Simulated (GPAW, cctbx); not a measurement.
## Bonding in (CaO)1(YN)1 as X-rays see it

Aim: compute the bonding part of the density of (CaO)1(YN)1, find which reflections carry it, and see how it biases an ordinary refinement.

The cell is a (CaO)1(YN)1 superlattice along [001] of the rock-salt type, started at the mean lattice constant and relaxed freely, with no substrate. All numbers below are calculated.

### 1. Relax the structure

The density hangs on the geometry, so cell and atoms are relaxed first, with the symmetry held. The cutoff is set higher than for the density because stress converges slowly with plane waves.

Settings: GPAW 26.7.0, PBE, 900 eV, 7×7×5 k-points (along the axes of the calculation cell), Fermi–Dirac width 0.05 eV, BFGS to 0.03 eV/Å.

```text
cell
1.0
     3.440074490    0.000000000    0.000000000
     0.000000000    3.440074490    0.000000000
     0.000000000    0.000000000    4.865000000
Ca O Y N
1 1 1 1
Direct
0.000000000 0.000000000 0.000000000
0.500000000 0.500000000 0.000000000
0.500000000 0.500000000 0.500000000
0.000000000 0.000000000 0.500000000
```

```console
$ OMP_NUM_THREADS=1 mpirun -n 4 gpaw python run.py > gpaw.log
```

```text
BFGS:    0      -29.496466        0.098734
BFGS:    1      -29.496612        0.089555
BFGS:    2      -29.497366        0.020988
cell  3.4413 3.4413 4.8828  90.00 90.00 90.00
volume 57.824 A^3, largest force 0.000 eV/A, largest stress 0.23 GPa
```

After 2 steps the volume has changed by +0.4 % and the energy by -0.001 eV; the largest stress left is 0.23 GPa. It took 26 s on 4 cores of INTEL(R) XEON(R) PLATINUM 8581C CPU @ 2.10GHz (Emerald Rapids) (shared host), peak memory 0.95 GiB.

Relaxed structure: P4/mmm (no. 123), a = 3.4413 Å, b = 3.4413 Å, c = 4.8828 Å, α = 90.00°, β = 90.00°, γ = 90.00°.

```csv
atom,mult.,x,y,z
Y1,1,1/2,1/2,1/2
Ca1,1,0,0,0
O1,1,1/2,1/2,0
N1,1,0,0,1/2
```

### 2. Density and charge transfer

X-rays see the whole electron density, so the PAW density is rebuilt with its core regions. Subtracting spherical free atoms from the same code cancels the cores and leaves the deformation density Δρ, the part due to bonding.

Settings: PBE, 550 eV, 7×7×5 k-points (along the axes of the calculation cell), Fermi–Dirac width 0.05 eV; primitive cell of 4 atoms.

```console
$ OMP_NUM_THREADS=1 mpirun -n 4 gpaw python run.py > gpaw.log
```

```text
|iter:   1|       0s |  -32.227469 | +0.13 |       |
|iter:   2|       0s |  -31.176936 | -1.45 | -0.88 |
|iter:   3|       1s |  -28.971422 | -0.44 | -0.94 |
...
|iter:   8|       2s |  -28.982682c| -5.58 | -3.16 |
|iter:   9|       3s |  -28.982689c| -6.61 | -3.64 |
|iter:  10|       3s |  -28.982690c| -7.97c| -4.41c|
```

```text
grid (40, 40, 54)  electrons 74.000  moved by bonding 1.160 e
deformation density beyond 0.5 A of the nuclei: max 0.162, min -0.067 e/A^3
atom        x       y       z   Voronoi charge  moment
Y 1    0.5000  0.5000  0.5000      0.478       0.00
Ca2    0.0000  0.0000  0.0000      0.288       0.00
O 3    0.5000  0.5000  0.0000     -0.258       0.00
N 4    0.0000  0.0000  0.5000     -0.508       0.00
mean inner potential of superposed free atoms 21.350 V
total magnetic moment 0.000 muB
```

Deformation density in a plane through the shortest contact of the Y atom at the origin, in 0.01 e/Å³ (clipped at ±99); x from -1.6 to 4.0 Å, y from 2.4 down to -2.4 Å:

```text
  3   4  12  13   .   .  12   8   1   4   .   .  -2   2   4  12
 -2   1  10  12   .  13  11   5  -1  -1  -3   .  -1  -2   2  10
 -5  -1   3   9  12  11   6   1  -3  -5   0   2  -3  -5  -1   3
 -1  -3  -2   1   3   2   0  -2  -2   0   3   4   1  -1  -3  -2
  4  -1  -5  -3   3   0  -5  -3   1   7  12  12  10   3  -1  -5
 10   2  -2  -1   .  -4   0  -1   6  11  13   .  13  10   2  -2
 12   4   2  -2   .   .   4   1   8  12   .   .  13  12   4   3
 10   2  -2  -1   .  -4   0  -1   6  11  13   .  13  10   2  -2
  4  -1  -5  -3   3   0  -5  -3   1   7  12  12  10   3  -1  -5
 -1  -3  -2   1   3   2   0  -2  -2   0   3   4   1  -1  -3  -2
 -5  -1   3   9  12  11   6   1  -3  -5   0   2  -3  -5  -1   3
 -2   1  10  12   .  13  11   5  -1  -1  -3   .  -1  -2   2  10
  3   4  12  13   .   .  12   8   1   4   .   .  -2   2   4  12
```

Atoms in or within 0.15 Å of the plane: Y (2.4, 2.4), Y (2.4, -2.4), Y (0.0, 0.0), N (2.4, 0.0), N (0.0, 2.4), N (0.0, -2.4) Å. Dots mark points within about 0.45 Å of a nucleus; large values next to them are atomic features.

N gains most (-0.51 e) and Y loses most (+0.48 e), which isn't the order of electronegativity: valence and coordination count too, and Voronoi cells cut space at the midplane whatever the atoms' sizes. Such charges fall far short of formal ones, since overlapping free atoms already put density on their neighbours. Along the shortest contact from the Y atom at the map's origin, Y–N at 2.43 Å, Δρ is +0.04 e/Å³ at the midpoint; the highest value on the line, +0.14, lies at the edge of the range, 0.5 Å from N, and is an atomic rather than a bond feature: little sits at the middle, as in a polar contact, whose build-up shifts to the more electronegative atom. At the midpoints of other shortest contacts it is +0.01 (Ca–O, 2.43 Å), 0.00 (Y–O, 2.44 Å) and +0.04 (Ca–N, 2.44 Å) e/Å³. Point values carry grid noise of about 0.01 e/Å³. The run needed 10 iterations, 8.8 s.

### 3. From the density to structure factors

The Fourier components of Δρ, added to those of the free atoms, give the static X-ray structure factors; the Mott–Bethe relation turns them into the Fourier components V of the potential that fast electrons feel.

```text
static structure factors of the conventional cell: F in electrons, V (Mott-Bethe) in volts
   h  k  l      d  |F| table  |F| free   |F| DFT   change   |V| free  |V| DFT  change %
   0  0  1  4.8828    16.928    16.921    16.969    0.048     2.039    1.949     -4.4
   1  0  0  3.4413    18.327    18.329    18.112   -0.216     1.569    1.772     13.0
   1  0  1  2.8129    35.622    35.689    35.040   -0.649     5.213    5.620      7.8
   0  0  2  2.4414    54.632    54.558    55.356    0.797     9.185    8.809     -4.1
   1  1  0  2.4334    54.562    54.489    55.225    0.736     9.158    8.812     -3.8
   1  1  1  2.1779    14.843    14.842    14.728   -0.114     1.187    1.230      3.6
   1  0  2  1.9912    16.511    16.475    16.515    0.040     1.108    1.095     -1.1
   1  1  2  1.7235    46.369    46.370    46.441    0.071     6.506    6.489     -0.3
   2  0  0  1.7206    46.327    46.328    46.376    0.048     6.494    6.483     -0.2
   0  0  3  1.6276    13.823    13.843    13.844    0.001     0.873    0.873     -0.0
   2  0  1  1.6228    13.812    13.832    13.762   -0.070     0.870    0.885      1.7
   2  1  0  1.5390    15.224    15.229    15.319    0.090     0.896    0.879     -1.9
   1  0  3  1.4713    29.380    29.421    29.511    0.090     2.502    2.486     -0.6
   2  1  1  1.4678    29.350    29.391    29.497    0.107     2.495    2.477     -0.7
```

The largest X-ray change is +0.80 e on 002, 1.5 % of |F|. For electrons V goes as (Z − F)/g², so a change of F counts against Z − F, which is small at low angle and wherever the atoms' terms cancel: |V| of 100 moves by +13.0 % (1.57 to 1.77 V) against -1.2 % in |F|. The tabulated Hartree–Fock atoms differ from the free DFT atoms by up to 0.07 e, so the choice of reference atom matters too.

### 4. Which functional?

The same geometry is run with other functionals, to see whether the bonding signal is larger than the spread between approximations. Free atoms are LDA for LDA and PBE otherwise; meta-GGAs and hybrids keep PBE cores. Any other changed setting is in the row's label.

| run | ΔF 002 (e) | ΔF 110 (e) | ΔF 101 (e) | q(N) (e) | moved (e) | time |
| --- | --- | --- | --- | --- | --- | --- |
| PBE | +0.797 | +0.736 | -0.649 | -0.508 | 1.160 | 8.8 s |
| LDA | +0.757 | +0.696 | -0.623 | -0.487 | 1.111 | 8.7 s |
| SCAN | +0.849 | +0.786 | -0.721 | -0.558 | 1.260 | 16 s |

At the base's settings ΔF(002) spans +0.757 to +0.849 e, a spread of 12 % of the PBE value; over the three listed reflections the spread is at most 15 %, so sign and size hold across the functionals. Times are from shared hosts.

### 5. Refining ordinary atoms against data with bonding

Routine crystallography fits spherical atoms. To see the bias, intensities are simulated from tabulated atoms plus the DFT change ΔF, so that bonding alone can misfit (1922 reflections of the full sphere, merged to the counts below, to 0.5 Å, 1.5 % proportional noise plus counting noise, assumed isotropic U as listed, Δρ smeared by the mean U) and refined with cctbx over different ranges.

| range | data | R1 | GooF | U Y1 (true 0.0088) | U Ca1 (true 0.0112) | U O1 (true 0.0143) | U N1 (true 0.0148) | largest shift (Å) | Δρ max, min (e/Å³) |
| --- | --- | --- | --- | --- | --- | --- | --- | --- | --- |
| all data | 178 | 0.0045 | 1.12 | 0.0088 | 0.0112 | 0.0143 | 0.0150 | 0.0000 | 0.22, -0.24 |
| low resolution, d > 0.84 | 46 | 0.0053 | 1.42 | 0.0088 | 0.0113 | 0.0150 | 0.0154 | 0.0000 | 0.18, -0.09 |
| high order, d < 0.75 | 113 | 0.0043 | 1.04 | 0.0088 | 0.0112 | 0.0142 | 0.0149 | 0.0000 | 0.15, -0.11 |
| occupancies free, d > 0.7 | 73 | 0.0037 | 1.07 | 0.0088 | 0.0113 | 0.0158 | 0.0165 | 0.0000 | 0.10, -0.13 |

With all data GooF is 1.12, diluted by the many high-angle data; the misfit shows at low resolution; the top residual peak, near noise level, lies 0.38 Å from Y and 2.06 Å from O. No U is off by more than 3 s.u. at low resolution. Symmetry fixes every coordinate, so the shifts are zero by construction. With Y1 held at 1 and the scale free, the other occupancies refine to Ca1 1.003(0.002), O1 1.025(0.007) and N1 1.034(0.009), on sites that are all full: they absorb part of the misfit, and only ratios to the fixed site mean anything.

### 6. Answer

Bonding moves 1.16 e in the primitive cell of (CaO)1(YN)1 and changes the structure factors of the conventional cell in the table above by at most 0.80 e (002, 1.5 %), and among reflections above 2 % of the strongest by up to 1.8 % (101). The shortest bond, Y–N, has Δρ = +0.04 e/Å³ at its midpoint, low for a shared bond; with the charge transfer this is a polar contact. At the base's settings ΔF(002) spans +0.757 to +0.849 e, a spread of 12 % of the PBE value; over the three listed reflections the spread is at most 15 %, so sign and size hold across the functionals. With all data GooF is 1.12, diluted by the many high-angle data. Limits: static density, frozen cores, no spin–orbit coupling.

[Outputs are excerpts: Python notices, other lines and further rows are left out; steps that failed or that the build refused (PBEsol, TPSS) are not shown.]

[Logs are printed without paths, hosts, clocks, repeated set-up lines and the standing remarks that a program may print on its own settings, such as how far it seeks lower states.]
